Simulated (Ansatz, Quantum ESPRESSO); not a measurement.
# Lattice dynamics of AlN (P6_3mc) in two programs, part 2 of 2

Aim: the phonon dispersion of AlN (P6_3mc), checked by a second program.

Quantum ESPRESSO 7.5; DFT LDA, scalar-relativistic, plane waves, PseudoDojo norm-conserving pseudopotentials.

So far. Step 14 (The LO-TO splitting (1 1 1)): The field moves 2 modes; the highest of them now lies at 913 cm⁻¹, where the highest that moved away lay at 684. The relaxed cell has a = 3.082, c = 4.933 Å (conventional setting).

The database entry behind the starting cell differs from later determinations by our own check (inner coordinate u about 0.002 short), so it need not match the best structure at ambient conditions.

## 16. A changed mass

Force constants don't depend on the masses, so an isotope effect costs no new response.

The input, matdyn.in:

```
&input
   asr = 'crystal'
   flfrc = 'x.fc'
   flfrq = 'x.freq'
   flvec = 'x.modes'
   q_in_band_form = .true.
   q_in_cryst_coord = .true.
   amass(1) = 26.982
   amass(2) = 28.014
/
12
  0.0000000   0.0000000   0.0000000   8  ! GAMMA
  0.5000000   0.0000000   0.0000000   8  ! M
  0.3333333   0.3333333   0.0000000   8  ! K
  0.0000000   0.0000000   0.0000000   8  ! GAMMA
  0.0000000   0.0000000   0.5000000   8  ! A
  0.5000000   0.0000000   0.5000000   8  ! L
  0.3333333   0.3333333   0.5000000   8  ! H
  0.0000000   0.0000000   0.5000000   1  ! A
  0.5000000   0.0000000   0.5000000   8  ! L
  0.5000000   0.0000000   0.0000000   1  ! M
  0.3333333   0.3333333   0.5000000   8  ! H
  0.3333333   0.3333333   0.0000000   1  ! K
```

Launch:

```console
$ matdyn.x -in matdyn.in > matdyn.out
```

The job ended after 0.53 s (1 thread of Arm Neoverse V1, shared host).

Matdyn.x, sum rule crystal. The phonon branches at the labelled points (cm⁻¹):

```csv
point,branch 1,branch 2,branch 3,branch 4,branch 9,branch 10,branch 11,branch 12
Γ,0,0,0,211,546,555,560,754
halfway,142,161,259,271,545,557,571,712
M,199,276,325,379,544,549,582,599
halfway,257,291,356,380,553,559,564,584
K,327,329,329,414,547,547,569,570
halfway,185,188,283,300,551,559,571,694
Γ,0,0,0,211,546,555,560,754
halfway,84,84,159,196,558,558,622,720
A,153,153,153,153,552,552,682,682
halfway,218,218,241,241,550,550,668,668
L,246,246,268,268,544,544,606,606
halfway,227,227,327,327,558,558,586,586
H,219,219,385,385,555,555,570,570
halfway,232,232,257,257,556,556,657,657
A,153,153,153,153,552,552,682,682
jump to L,246,246,268,268,544,544,606,606
halfway,221,250,309,309,543,544,590,602
M,199,276,325,379,544,549,582,599
jump to H,219,219,385,385,555,555,570,570
halfway,265,265,346,417,554,554,569,570
K,327,329,329,414,547,547,569,570
```

The top of the path falls from 921 to 754 cm⁻¹, a ratio of 0.82; a mode of that atom alone would give 0.71.

## 17. Cross-check with Ansatz

A second program on the same cell, potentials, cutoff and meshes tests the implementation of the phonon response, not its convergence. Its field response is summed in its own way. Its k mesh is centred on Γ.

This step: DFT LDA, scalar-relativistic, plane waves, PseudoDojo norm-conserving pseudopotentials (Ansatz 0.2.0).

The input, input.yaml:

```yaml
crystal:
  lattice:
    - [3.0820343647, 0.0, 0.0]
    - [-1.5410171823, 2.6691200551, 0.0]
    - [0.0, 0.0, 4.933280556]
  atoms:
    - { symbol: Al, position: [0.3333333333, 0.6666666667, -0.0009760542] }
    - { symbol: Al, position: [0.6666666667, 0.3333333333, 0.4990239458] }
    - { symbol: "N", position: [0.3333333333, 0.6666666667, 0.3809760542] }
    - { symbol: "N", position: [0.6666666667, 0.3333333333, 0.8809760542] }
kpoints:
  mp_grid: { grid: [9, 9, 4] }
hamiltonian:
  xc: lda
  pseudopotentials: { kind: nc, accuracy: standard }
scf:
  occupations: { method: fixed }
output:
  eigenvalues: true
basis:
  ecutwfc: 1142.878
phonons:
  method: dfpt
  dielectric: true
  rigid_motions: translations
  qmesh: [3, 3, 2]
  temperatures: { t_max: 1000, t_step: 50 }
  qpath:
    path:
      - [[0.0, 0.0, 0.0], [0.5, 0.0, 0.0], [0.33333333, 0.33333333, 0.0], [0.0, 0.0, 0.0], [0.0, 0.0, 0.5], [0.5, 0.0, 0.5], [0.33333333, 0.33333333, 0.5], [0.0, 0.0, 0.5]]
      - [[0.5, 0.0, 0.5], [0.5, 0.0, 0.0]]
      - [[0.33333333, 0.33333333, 0.5], [0.33333333, 0.33333333, 0.0]]
    npoints: 12
```

Launch:

```console
$ ansatz run input.yaml --threads 8 --pin off --max-ram 16384MiB --backend cpu --events-out ev --progress --plain --runs-dir out
```

Run time: 1.9 min. Hardware: 8 threads; peak memory 1.2 GiB.

Read from the output:

```yaml
sum_rule_residual_before_enforcement: 1.89e-4 eV/Å²
miss_of_the_charge_sum_rule: 0.001118 e
estimated_error_of_the_dielectric_tensor: 0.01207
estimated_error_of_the_born_charges: 0.01046 e
mean_frequency: 530.6 cm⁻¹
debye_temperature_second_moment: 1054 K
logarithmic_mean_frequency: 483.4 cm⁻¹
mean_high_frequency_dielectric_constant: 4.420
mean_static_dielectric_constant: 8.379
highest_mode_moved_by_the_lo_to_term: 920.8 cm⁻¹
zero_point_energy_per_atom: 98.68 meV
vibrational_entropy_at_300_k: 10.14 J/(mol atoms K)
```

Transverse modes. Lines of the infrared spectrum (strongest = 100):

```csv
position (cm⁻¹),label,"IR intensity ((D/Å)²/amu), degenerate modes summed, relative"
242,E2,0.0
555,B1,0.0
625,A1,57
673,E2,0.0
684,E1,100
736,B1,0.0
```

The log warns that the force constants on this k mesh are to be taken as unconverged.

## 18. Side by side: QE PseudoDojo and Ansatz, PseudoDojo

Numbers from this step:

```
root-mean-square difference             : 0.01 cm⁻¹
largest difference                      : 0.02 cm⁻¹
root-mean-square difference on the path : 0 cm⁻¹
largest difference on the path          : 0.1 cm⁻¹
```

The two runs side by side. Further quantities:

```csv
quantity,QE PseudoDojo,"Ansatz, PseudoDojo"
mean ε∞,4.419,4.42
"largest Born charge in size (e; the first before, the second after the charge sum rule)",2.562,2.562
```

The interpolated bands of the two lie on top of each other.

At the solved wavevectors the largest difference (acoustic modes at Γ apart) is 0.002 % of the highest mode.

## 19. Cross-check with Ansatz

The same cell goes through another code, with its own cutoff. It uses its own PAW datasets, so the potentials differ. Its k mesh is centred on Γ.

This step: DFT LDA, scalar-relativistic, plane waves, PAW (Ansatz 0.2.0).

Edit input.yaml of step 17 so:

```diff
@@ -14,3 +14,2 @@
   xc: lda
-  pseudopotentials: { kind: nc, accuracy: standard }
 scf:
@@ -19,4 +18,2 @@
   eigenvalues: true
-basis:
-  ecutwfc: 1142.878
 phonons:
```

The job ended after 41 s (8 threads; peak memory 0.63 GiB).

This step gave:

| Quantity | Value |
| --- | --- |
| gap on the k-mesh | 4.475 eV |
| sum-rule residual before enforcement | 7.37e-5 eV/Å² |
| miss of the charge sum rule | 0.001737 e |
| estimated error of the dielectric tensor | 0.01401 |
| estimated error of the Born charges | 0.01111 e |
| mean frequency | 530.3 cm⁻¹ |
| logarithmic mean frequency | 482.4 cm⁻¹ |
| highest optical zone-centre mode (no LO-TO term) | 734.5 cm⁻¹ |
| lowest optical zone-centre mode | 239.3 cm⁻¹ |
| mean high-frequency dielectric constant | 4.461 |
| largest Born charge in size (third of the trace) | 2.579 e |
| mean static dielectric constant | 8.463 |
| highest mode moved by the LO-TO term | 922.2 cm⁻¹ |
| lowest mode on the q mesh (acoustic ones at the zone centre apart) | 174.8 cm⁻¹ |

Transverse modes. Lines of the infrared spectrum (strongest = 100):

```csv
position (cm⁻¹),label,"IR intensity ((D/Å)²/amu), degenerate modes summed, relative"
239,E2,0.0
557,B1,0.0
626,A1,57
673,E2,0.0
684,E1,100
734,B1,0.0
```

The log warns that the force constants on this k mesh are to be taken as unconverged.

## 20. The two compared: QE PseudoDojo and Ansatz, PAW

Worked out from the results:

```
root-mean-square difference             : 1.58 cm⁻¹
largest difference                      : 3.12 cm⁻¹
root-mean-square difference on the path : 1.5 cm⁻¹
largest difference on the path          : 3.2 cm⁻¹
```

The 12 of 69 modes that differ most. Frequencies side by side:

```csv
q (reciprocal lattice),mode,QE PseudoDojo (cm⁻¹),"Ansatz, PAW (cm⁻¹)"
0 0.3333 0,3,325.9,323
0 0.3333 -0.5,1,275.9,273.6
0 0.3333 -0.5,2,275.9,273.6
0 0.3333 -0.5,3,277.7,275.2
0 0.3333 -0.5,4,277.7,275.2
0.3333 0.3333 0,3,368,365.5
0.3333 0.3333 0,4,460.4,458.1
0.3333 0.3333 -0.5,1,249.3,246.1
0.3333 0.3333 -0.5,2,249.3,246.1
0.3333 0.3333 -0.5,3,422.8,420.5
0.3333 0.3333 -0.5,4,422.8,420.5
0.3333 0.3333 -0.5,5,551.8,554.1
```

The two runs side by side. Further quantities:

```csv
quantity,QE PseudoDojo,"Ansatz, PAW"
mean ε∞,4.419,4.461
"largest Born charge in size (e; the first before, the second after the charge sum rule)",2.562,2.579
```

At the solved wavevectors the largest difference (acoustic modes at Γ apart) is 0.4 % of the highest mode.

## 21. Summary of results

```
space group after relaxation                                       : P6_3mc
volume per atom                                                    : 10.1 Å³
gap on the k-mesh                                                  : 4.49 eV
highest optical zone-centre mode (no LO-TO term)                   : 735.9 cm⁻¹
lowest optical zone-centre mode                                    : 241.6 cm⁻¹
highest mode moved by the LO-TO term                               : 920.8 cm⁻¹
mean high-frequency dielectric constant                            : 4.42
largest Born charge in size (third of the trace)                   : 2.56 e
mean static dielectric constant                                    : 8.38
q mesh                                                             : 3×3×2
lowest mode on the q mesh (acoustic ones at the zone centre apart) : 176.3 cm⁻¹
zero-point energy per atom                                         : 98.7 meV
heat capacity at 300 K                                             : 15.0 J/(mol atoms K)
vibrational entropy at 300 K                                       : 10.1 J/(mol atoms K)
imaginary modes on the q mesh                                      : none
largest difference from Ansatz, PseudoDojo                         : 0.02 cm⁻¹
```

In words: AlN (P6_3mc) is dynamically stable on the 3×3×2 mesh; its spectrum reaches 921 cm⁻¹. At the LDA level the optical modes of AlN (P6_3mc) at the zone centre (no LO-TO term) run from 242 to 736 cm⁻¹. Along axes with an odd number of divisions the mesh misses the zone-boundary points at one half, where instabilities often lie; those are only interpolated. Along the directions run, the highest mode that the macroscopic field moves lies at 921 cm⁻¹. Lattice motion raises the mean dielectric constant from 4.419 to 8.378. The Born charge of N is -2.562 e against a formal charge of -3, somewhat under it. Of the 9 optical modes, 4 are Raman active alone, 2 are silent and 3 are both infrared and Raman active. QE PseudoDojo and Ansatz, PseudoDojo agree to 0.02 cm⁻¹ (0.002 % of the highest mode compared) on all solved modes but the acoustic ones at Γ, without the LO-TO term. QE PseudoDojo and Ansatz, PAW differ by 1.6 cm⁻¹ in the root mean square and by 3.1 cm⁻¹ at most, 0.4 % of the highest mode compared (acoustic modes at Γ left out; ph.x's values are those before the sum rule). These are harmonic frequencies at zero temperature: anharmonic shifts and linewidths and thermal expansion are left out. Ansatz's log warns that force constants on this k mesh are to be taken as unconverged, an error that the frequencies of both programs share.

Computed beside measured:

| quantity | measured | LDA PseudoDojo norm-conserving, Quantum ESPRESSO |
| --- | --- | --- |
| lattice constant a (Å) | 3.111 | 3.082 (-0.9 %) |
| Raman mode, E2(low), bond-bending E2^1 (cm⁻¹) | 249 | 242 (-3.0 %) |
| Raman mode, A1(TO) (cm⁻¹) | 610 | 625 (+2.5 %) |
| Raman mode, E2(high), E2^2 (cm⁻¹) | 657 | 673 (+2.4 %) |
| Raman mode, E1(TO) (cm⁻¹) | 669 | 684 (+2.2 %) |

Measured values from arxiv:1112.6088 (2011) and arxiv:cond-mat/0301045 (2003).

**Verdict.** Measured modes were matched to the nearest mode of that symmetry; at LDA PseudoDojo norm-conserving, Quantum ESPRESSO, 4 of them have a partner, and the computed frequencies miss them by 2.5 % on average (mean signed +1.0 %), which is good agreement. The lattice constant a is off by -0.9 %: fair agreement. The grades are ours: good and fair within 0.7 and 1.5 % for the lattice constant a and 3 and 7 % for the Raman mode. For lattice constants and Raman mode the calculation has a static lattice, without zero-point motion or thermal expansion (measured at up to 300 K). Limits of convergence are named above.

[Host names and launcher messages were left out of these logs when they were recorded.]

[Logs are printed without paths, hosts, clocks, repeated set-up lines and the standing remarks that a program may print on its own settings, such as how far it seeks lower states.]

[Hosts, paths, dates, database ids (printed as entryN), source tags and the programs' standing remarks are cut or masked in the printed files.]
